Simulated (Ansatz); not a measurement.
# TiB2 (P6/mmm) under biaxial strain in the (0001) plane, that of a and b, part 2 of 3

Wanted: the shifts of the zone-centre modes of TiB2 (P6/mmm) with strain.

Ansatz 0.2.0; DFT PBEsol, scalar-relativistic, plane waves, PAW; PAW set soft_1.

So far. Step 3 (Tight relaxation): The forces vanish by symmetry and the pressure is -0.003 GPa, within the tolerances set. The cell now holds 8.37 Å³/atom.

## 4. Modes at rest

The force constants come from the linear response of the density to a displacement.

The modes at rest are the reference of the series.

input.yaml

```yaml
crystal:
  lattice:
    - [3.0174958844, 0.0, 0.0]
    - [-1.5087479422, 2.6132280917, 0.0]
    - [0.0, 0.0, 3.1841071601]
  atoms:
    - { symbol: B, position: [0.3333333333, 0.6666666667, 0.5] }
    - { symbol: B, position: [0.6666666667, 0.3333333333, 0.5] }
    - { symbol: Ti, position: [0.0, 0.0, 0.0] }
kpoints:
  mp_grid: { grid: [15, 15, 16] }
hamiltonian:
  xc: pbesol
  pseudopotentials: { kind: paw, azcp: { folder: soft_1 }, xc_functional: pbe }
scf:
  occupations: { method: methfessel_paxton, width: 0.2 }
output:
  eigenvalues: true
phonons:
  method: dfpt
```

Command:

```console
$ ansatz run input.yaml --threads 4 --pin off --max-ram 10240MiB --backend cpu --events-out ev --progress --plain --runs-dir out
```

Numbers of over 12 decimals in the logs are rounded to 6 here.

Log:

```text
zone centre: on kpoints.mp_grid the ground state, and the responses unless they are solved on pairs of k-points, stand on 576 of the mesh's 3600 k-points, reduced under 4 symmetry operations, with k and −k counted as one. Each operation leaves every solved displacement unchanged or reverses it
[...]
Crystal: 3 atoms, lattice volume = 25.108 Å³
Basis set: ecut = 420 eV, 503 PW (Γ), exchange–correlation on 48×48×48 points (8 copies of the dense FFT grid, shifted against one another)
Bands: 13, of which v1, the nominal top of the filled ones, is band 9 counted from 1 (8 counted from 0)
Symmetry: 24 space group operations
k-points: 576 of 3600 (irreducible under 4 space group operations, time reversal used)
[...]
SCF iter   1: F=—  HF=-2783.787821 eV  |F-HF|=—  |Δ(HF+E_count)|=         —  Δρ=1.08e-1  dr2=4.54e0  ethr=3.10e-3  ⟨swp⟩=4.3  Hψ=35471  notcnv=0
[...]
SCF iter  10: F=-2782.629058 eV  HF=-2782.629058 eV  |F-HF|=0.00e0  |Δ(HF+E_count)|=  1.82e-12  S|Δr|=    0.00e0  Δρ=6.45e-9  dr2=1.53e-14  ethr=1.00e-12  ⟨swp⟩=4.6  Hψ=25979  notcnv=0
[...]
SCF 1 converged in 10 iterations: F = -2782.629058 eV  dr2 = 1.53e-14
[...]
DFPT response loops at Γ: preconditioner auto → Kerker (q_TF=auto, 2.581 Å⁻¹) (partly filled bands, converged f_vac=0.000); β = 1.00, the filter's whole step (`scf.mixing.beta` (0.50) is not read by the response loops under this deck's `scf.mixing.preconditioner`; to damp them name `kerker` or `kerker_dos`, under which they read `scf.mixing.beta`, and type it under 1.00, their step now; both keys bind the ground state too); Broyden in place of MSR1
SCF converged after 10 iterations
[...]
Free energy (F): -2782.629058 eV
[...]
Internal energy: -2782.629091 eV  (E = F + TS)
E sigma→0 (E₀):  -2782.629066 eV
Entropy (-TS):   0.000033 eV (0.011 meV/atom)
Fermi energy:    15.388554 eV
[...]
--- Band table (eV; the first three rows and the last of 576) ---
  k-point 0: bands = [... 5 lower, 12.6450, 12.6450, 13.1588, 13.1806, 17.3324, 17.3324, 19.2072, 19.2072]
  k-point 1: bands = [... 5 lower, 12.3678, 12.6880, 12.6880, 13.9167, 17.1790, 17.1790, 19.1103, 19.1103]
  k-point 2: bands = [... 5 lower, 11.5251, 12.8163, 12.8163, 14.6063, 16.8094, 16.8094, 18.8315, 18.8315]
  k-point 575: bands = [... 5 lower, 8.5123, 10.2172, 10.9282, 12.6873, 17.8627, 18.3784, 19.1417, 20.0818]
--- Phonons (Γ-DFPT): 4 representative perturbations + reference, on 576 of 3600 k-points (Σ response iterations 12) ---
  k mesh reduced under 4 symmetry operations, with k and −k counted as one. Each operation leaves every solved displacement unchanged or reverses it
  ASR residual: 2.816e-6 → 0.000e0 eV/Å²; symmetrization residual: 1.010e-6 eV/Å²
  ASR residual per site (eV/Å²): 5.73e-7 5.73e-7 2.82e-6
  Γ frequencies (cm⁻¹): 0.00 0.00 0.00 528.04 528.04 529.49 561.62 900.79 900.79
  non-analytic LO–TO correction: not included (Born effective charges unavailable; polar crystals: no LO–TO splitting at Γ)
```

Wall time 75 s (4 threads of Intel Xeon at 2.50GHz (Skylake/Cascade Lake), shared host); peak memory 0.96 GiB.

Reading the cycles: dr2 is the Hartree energy of the density residual (eV), the measure of convergence; HF is the Harris–Foulkes estimate of the energy, which meets the free energy F at convergence.

This step gave:

| Quantity | Value |
| --- | --- |
| sum-rule residual before enforcement | 2.82e-6 eV/Å² |
| point group | 6/mmm |
| highest optical mode at the zone centre (no LO-TO term) | 900.8 cm⁻¹ |
| lowest optical zone-centre mode | 528.0 cm⁻¹ |

Patterns of degenerate modes are one choice out of their space. The modes at Γ (shares of kinetic energy by element, %):

| mode | frequency (cm⁻¹) | symmetry | B % | Ti % |
| --- | --- | --- | --- | --- |
| 1 | 0.0 | acoustic | 31 | 69 |
| 2 | 0.0 | acoustic | 31 | 69 |
| 3 | 0.0 | acoustic | 31 | 69 |
| 4 | 528.0 | E1u | 69 | 31 |
| 5 | 528.0 | E1u | 69 | 31 |
| 6 | 529.5 | A2u | 69 | 31 |
| 7 | 561.6 | B1g | 100 | 0 |
| 8 | 900.8 | E2g | 100 | 0 |
| 9 | 900.8 | E2g | 100 | 0 |

Displacements in mode 4 (528.0 cm⁻¹), the largest set to 1:
```
B1   0.00  1.00  0.00
B2   0.00  1.00  0.00
Ti3  0.00 -0.45  0.00
```

Displacements in mode 6 (529.5 cm⁻¹), the largest set to 1:
```
B1   0.00  0.00  1.00
B2   0.00  0.00  1.00
Ti3  0.00  0.00 -0.45
```

Before it was imposed, the acoustic sum rule was missed by 2.8e-6 eV/Å². Small misses are needed for a sound result but don't prove that mesh and cutoff are converged. The lowest optical mode is real, 528 cm⁻¹.

## 5. Relaxation of a member: biaxial strain of +4 % in the (0001) plane, that of a and b

The cell takes a biaxial strain of +4 % in the (0001) plane, that of a and b. The strained lengths are held, while the rest of the cell and the atoms relax.

input.yaml, the sections that differ from step 4:

```yaml
crystal:
  lattice:
    - [3.1381957197, 0.0, 0.0]
    - [-1.5690978599, 2.7177572153, 0.0]
    - [0.0, 0.0, 3.1423197514]
  atoms:
    - { symbol: B, position: [0.3333333333, 0.6666666667, 0.5] }
    - { symbol: B, position: [0.6666666667, 0.3333333333, 0.5] }
    - { symbol: Ti, position: [0.0, 0.0, 0.0] }
output:
  forces: true
  stress: true
  eigenvalues: true
relax:
  adjacent_minimum: "off"
  f_tol: 0.001
  max_steps: 60
  cell: { stress_tol: 0.01, fix: [a, b, gamma] }
# kpoints, hamiltonian, scf: as in step 4
# phonons: removed
```

Log:

```text
[...]
Crystal: 3 atoms, lattice volume = 26.800 Å³
Basis set: ecut = 420 eV, 527 PW (Γ), exchange–correlation on 48×48×48 points (8 copies of the dense FFT grid, shifted against one another)
Bands: 13, of which v1, the nominal top of the filled ones, is band 9 counted from 1 (8 counted from 0)
Symmetry: 24 space group operations
[...]
k-points: 243 of 3600
[...]
--- Relaxed structure (3 steps of the walk, 3 accepted, 1 SCFs on fresh bases) ---
[...]
cell:  # Å, volume = 26.6866 Å³
    - [3.138196, 2.8867396884112907e-11, 0.0]
    - [-1.569098, 2.717757, 0.0]
    - [0.0, 0.0, 3.128977]
  atoms:
    - { symbol: B, position: [0.333333, 0.666667, 0.500000] }
    - { symbol: B, position: [0.666667, 0.333333, 0.500000] }
    - { symbol: Ti, position: [0, 0, 0.0] }
[key lines of the parts left out:]
SCF converged after 4 iterations
Free energy (F): -2782.467954 eV
Fermi energy:    14.348550 eV
P = ⅓ Tr σ = -16.0541 GPa (-160.541 kbar)
```

Run time: 15 s. Hardware: 4 threads; peak memory 0.43 GiB.

Relaxation path:

```
step  energy less that of the first step (eV)  largest force component (eV/Å)  pressure (GPa)  volume (Å³)
   1                                   0.0000                          0.0000          -16.85        26.80
   2                                  -0.0007                          0.0000          -15.94        26.67
   3                                  -0.0007                          0.0000          -16.05        26.69
  4*                                  -0.0006                          0.0000          -16.05        26.69
```

Relaxation steps marked * repeat the geometry before them on a plane-wave basis chosen anew for their cell, so energy and pressure can jump there.

Forces are held to the 24 operations that the run works with; a distortion that breaks them can't arise in this run.

```
conventional cell, symmetrised  before  after  change
                         a (Å)   3.138  3.138  -0.0 %
                         b (Å)   3.138  3.138  -0.0 %
                         c (Å)   3.142  3.129  -0.4 %
              volume (Å³/atom)    8.93   8.90  -0.4 %
```

The relaxed structure:

```
B Ti
1.0
     3.13820    0.00000    0.00000
    -1.56910    2.71776    0.00000
     0.00000    0.00000    3.12898
B Ti
2 1
Direct
  0.33333 0.66667 0.50000
  0.66667 0.33333 0.50000
  0.00000 0.00000 0.00000
```

This step gave:

| Property | Result |
| --- | --- |
| pressure | -16.05 GPa |
| volume per atom | 8.896 Å³ |

The forces vanish by symmetry.

## 6. Zone-centre modes of the member: biaxial strain of +4 % in the (0001) plane, that of a and b

The zone-centre modes follow for biaxial strain of +4 % in the (0001) plane, that of a and b.

input.yaml, the sections that differ from step 5:

```yaml
crystal:
  lattice:
    - [3.1381957197, 0.0, 0.0]
    - [-1.5690978599, 2.7177572153, 0.0]
    - [0.0, 0.0, 3.1289773759]
  atoms:
    - { symbol: B, position: [0.3333333333, 0.6666666667, 0.5] }
    - { symbol: B, position: [0.6666666667, 0.3333333333, 0.5] }
    - { symbol: Ti, position: [0.0, 0.0, 0.0] }
output:
  eigenvalues: true
phonons:
  method: dfpt
# kpoints, hamiltonian, scf: as in step 5
# relax: removed
```

Log:

```text
[...]
Crystal: 3 atoms, lattice volume = 26.687 Å³
Basis set: ecut = 420 eV, 527 PW (Γ), exchange–correlation on 48×48×48 points (8 copies of the dense FFT grid, shifted against one another)
Bands: 13, of which v1, the nominal top of the filled ones, is band 9 counted from 1 (8 counted from 0)
Symmetry: 24 space group operations
k-points: 576 of 3600 (irreducible under 4 space group operations, time reversal used)
[...]
SCF iter   1: F=—  HF=-2783.375520 eV  |F-HF|=—  |Δ(HF+E_count)|=         —  Δρ=9.46e-2  dr2=3.70e0  ethr=3.10e-3  ⟨swp⟩=4.3  Hψ=34838  notcnv=0
[...]
SCF iter  10: F=-2782.467954 eV  HF=-2782.467954 eV  |F-HF|=0.00e0  |Δ(HF+E_count)|=  4.55e-12  S|Δr|=    0.00e0  Δρ=5.17e-9  dr2=6.51e-15  ethr=1.00e-12  ⟨swp⟩=4.7  Hψ=26081  notcnv=0
SCF 1 converged in 10 iterations: F = -2782.467954 eV  dr2 = 6.51e-15
[...]
SCF converged after 10 iterations
[...]
Free energy (F): -2782.467954 eV
[...]
Internal energy: -2782.468276 eV  (E = F + TS)
E sigma→0 (E₀):  -2782.468034 eV
Entropy (-TS):   0.000322 eV (0.107 meV/atom)
Fermi energy:    14.348550 eV
[...]
--- Band table (eV; the first three rows and the last of 576) ---
  k-point 0: bands = [... 5 lower, 11.4663, 11.4663, 12.5038, 12.8857, 16.2596, 16.2596, 18.2978, 18.2978]
  k-point 1: bands = [... 5 lower, 11.5111, 11.5111, 11.8838, 13.4339, 16.0742, 16.0742, 18.1984, 18.1984]
  k-point 2: bands = [... 5 lower, 11.0469, 11.6449, 11.6449, 14.0754, 15.6479, 15.6479, 17.9123, 17.9123]
  k-point 575: bands = [... 5 lower, 7.7127, 9.5097, 10.0081, 11.7581, 16.9805, 17.1305, 17.7895, 18.9798]
[...]
ASR residual: 3.959e-6 → 0.000e0 eV/Å²; symmetrization residual: 1.141e-6 eV/Å²
  ASR residual per site (eV/Å²): 5.72e-7 5.72e-7 3.96e-6
  Γ frequencies (cm⁻¹): 0.00 0.00 0.00 492.73 492.73 496.00 546.02 742.60 742.60
[...]
```

Wall time 56 s (4 threads); peak memory 0.98 GiB.

This step gave:

```yaml
sum_rule_residual_before_enforcement: 3.96e-6 eV/Å²
highest_optical_mode_at_the_zone_centre_no_lo_to_term: 742.6 cm⁻¹
lowest_optical_zone_centre_mode: 492.7 cm⁻¹
```

Patterns of degenerate modes are one choice out of their space. The modes at Γ (shares of kinetic energy by element, %):

```
mode  frequency (cm⁻¹)  symmetry  B %  Ti %
   1               0.0  acoustic   31    69
   2               0.0  acoustic   31    69
   3               0.0  acoustic   31    69
   4             492.7       E1u   69    31
   5             492.7       E1u   69    31
   6             496.0       A2u   69    31
   7             546.0       B1g  100     0
   8             742.6       E2g  100     0
   9             742.6       E2g  100     0
```

Displacements in mode 5 (492.7 cm⁻¹), the largest set to 1:
```
B1  -0.04  1.00  0.00
B2  -0.04  1.00  0.00
Ti3  0.02 -0.45  0.00
```

Displacements in mode 9 (742.6 cm⁻¹), the largest set to 1:
```
B1   0.00  1.00  0.00
B2   0.00 -1.00  0.00
Ti3  0.00  0.00  0.00
```

The lowest optical mode is real, 493 cm⁻¹, and the highest lies at 742.6 cm⁻¹.

For the highest optical mode at the zone centre (no LO-TO term), step 4 gave 901 cm⁻¹; this run, with strain 4 %, gives 743 cm⁻¹ (-18 %).

## 7. A member of the series: biaxial strain of -4 % in the (0001) plane, that of a and b

The cell takes a biaxial strain of -4 % in the (0001) plane, that of a and b. The strained lengths are held, while the rest of the cell and the atoms relax.

input.yaml, the sections that differ from step 6:

```yaml
crystal:
  lattice:
    - [2.896796049, 0.0, 0.0]
    - [-1.4483980245, 2.508698968, 0.0]
    - [0.0, 0.0, 3.2300584109]
  atoms:
    - { symbol: B, position: [0.3333333333, 0.6666666667, 0.5] }
    - { symbol: B, position: [0.6666666667, 0.3333333333, 0.5] }
    - { symbol: Ti, position: [0.0, 0.0, 0.0] }
output:
  forces: true
  stress: true
  eigenvalues: true
relax:
  adjacent_minimum: "off"
  f_tol: 0.001
  max_steps: 60
  cell: { stress_tol: 0.01, fix: [a, b, gamma] }
# kpoints, hamiltonian, scf: as in step 6
# phonons: removed
```

Log:

```text
[...]
Crystal: 3 atoms, lattice volume = 23.473 Å³
Basis set: ecut = 420 eV, 455 PW (Γ), exchange–correlation on 40×40×48 points (8 copies of the dense FFT grid, shifted against one another)
Bands: 13, of which v1, the nominal top of the filled ones, is band 9 counted from 1 (8 counted from 0)
Symmetry: 24 space group operations
[...]
k-points: 243 of 3600
[...]
k-point 242: bands = [... 5 lower, 7.5477, 10.2398, 13.2021, 13.2021, 18.9823, 21.0275, 21.0275, 21.4725]
--- Relaxed structure (4 steps of the walk, 4 accepted, 2 SCFs on fresh bases) ---
[...]
cell:  # Å, volume = 23.5892 Å³
    - [2.896796, 0, 0.0]
    - [-1.448398, 2.508699, 0.0]
    - [0.0, 0.0, 3.245984]
  atoms:
    - { symbol: B, position: [0.333333, 0.666667, 0.500000] }
    - { symbol: B, position: [0.666667, 0.333333, 0.500000] }
    - { symbol: Ti, position: [0, 0, 0.0] }
[key lines of the parts left out:]
SCF converged after 4 iterations
Free energy (F): -2782.438063 eV
Fermi energy:    16.434170 eV
P = ⅓ Tr σ = 21.6912 GPa (216.912 kbar)
```

Run time: 23 s. Hardware: 4 threads; peak memory 0.43 GiB.

[end of part 2 of 3]

[Logs are printed without paths, hosts, clocks, repeated set-up lines and the standing remarks that a program may print on its own settings, such as how far it seeks lower states.]

[Hosts, paths, dates, database ids (printed as entryN), source tags and the programs' standing remarks are cut or masked in the printed files.]
